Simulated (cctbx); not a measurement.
**Diagnosing a refinement**

Cell a = 8.2390 Å, b = 8.2390 Å, c = 12.8870 Å, α = 90.00°, β = 90.00°, γ = 90.00°; space group I4/mcm (no. 140). The compound is Dy5Ag2Sb.

The data are simulated with cctbx, not measured: Ag Kα, λ = 0.56087 Å, to d = 0.77 Å, 95 % of the full sphere, strongest reflection 5000 counts, noise from counting, a 6 % proportional error and a noise floor of 8 counts (s.d.); no absorption.

An anisotropic refinement with weights 1/σ² prints:

```text
Rint 0.063, 294 unique reflections to 0.77 A
cycle     R1     wR2    GooF  max shift (A)
   1  0.1616  0.3586  11.113   0.00455
   2  0.0599  0.1595   4.944   0.00003
final R1 0.0599 wR2 0.1595 GooF 4.943  parameters 14  data/parameter 21.0
atom        x        y        z      Ueq    occ   su(xyz)  su(Uiso or U11)
Dy1    0.34358  0.15642  0.14483   0.0009  1.000  0.00013  0.0006  NPD
Dy2    0.00000  0.00000  0.00000   0.0012  1.000  0.00000  0.0010
Sb1    0.50000  0.50000  0.25000   0.0028  1.000  0.00000  0.0014
Tb1    0.13252  0.36748  0.00000   0.0260  1.000  0.00035  0.0013
difference map: max 8.74 min -12.31 rms 1.47
Q1    0.0000  0.0000  0.0000    4    8.74  0.00 A from Dy2
Q2    0.1456  0.3544  0.3693   16    8.10  0.22 A from Dy1
Q3    0.0000  0.0000  0.2500    4    7.55  0.00 A from Sb1
Q4    0.2286  0.2714  0.0000    8    3.15  1.12 A from Tb1
Q5    0.0023  0.3511  0.0000   16    2.56  1.08 A from Tb1
Q6    0.1391  0.2301  0.0000   16    2.17  1.13 A from Tb1
```

Q: Accept it or mend it, and why?

Mend it. The fault: wrong element: Tb1 is Ag. Against the right model at the same level, R1 goes from 0.0154 to 0.0599 and GooF from 0.95 to 4.94, U of Dy1 shrinks from 0.0047 to 0.0009 Å², U of Dy2 shrinks from 0.0049 to 0.0012 Å², U of Tb1 swells from 0.0072 to 0.0260 Å², the top difference peak, 8.7 e/Å³, lies on Dy2, a hole of -12.3 e/Å³ opens and Dy1 goes non-positive-definite. Tb1 has 18 electrons too many and its U swells to shed them, as expected.

The compound is Dy5Ag2Sb. The right model at the same level gives:

```text
Rint 0.063, 294 unique reflections to 0.77 A
cycle     R1     wR2    GooF  max shift (A)
   1  0.0198  0.0426   1.321   0.00027
   2  0.0154  0.0305   0.946   0.00000
final R1 0.0154 wR2 0.0305 GooF 0.946  parameters 14  data/parameter 21.0
atom        x        y        z      Ueq    occ   su(xyz)  su(Uiso or U11)
Dy1    0.34360  0.15640  0.14469   0.0047  1.000  0.00003  0.0001
Dy2    0.00000  0.00000  0.00000   0.0049  1.000  0.00000  0.0002
Sb1    0.50000  0.50000  0.25000   0.0065  1.000  0.00000  0.0003
Ag1    0.13213  0.36787  0.00000   0.0072  1.000  0.00007  0.0002
difference map: max 1.33 min -1.54 rms 0.33
Q1    0.0000  0.0000  0.1032    8    1.38  1.33 A from Dy2
Q2    0.0000  0.2389  0.2500   16    1.12  1.97 A from Sb1
Q3    0.0794  0.4206  0.0000    8    0.97  0.61 A from Ag1
Q4    0.0674  0.4326  0.4578   16    0.96  1.68 A from Dy1
Q5    0.0570  0.0570  0.2500   16    0.95  0.66 A from Sb1
Q6    0.1455  0.3545  0.5000    8    0.94  1.87 A from Dy1
```

Isotropic U is held between 0.0001 and 1 Å² by the program, and listed peak heights are interpolated, so they can pass the grid's maximum.

The model was made for the exercise: a known structure type with other elements put in, its volume estimated, not relaxed; displacement parameters are assumed.

[Middle refinement cycles are left out of these outputs.]

[Logs are printed without paths, hosts, clocks, repeated set-up lines and the standing remarks that a program may print on its own settings, such as how far it seeks lower states.]
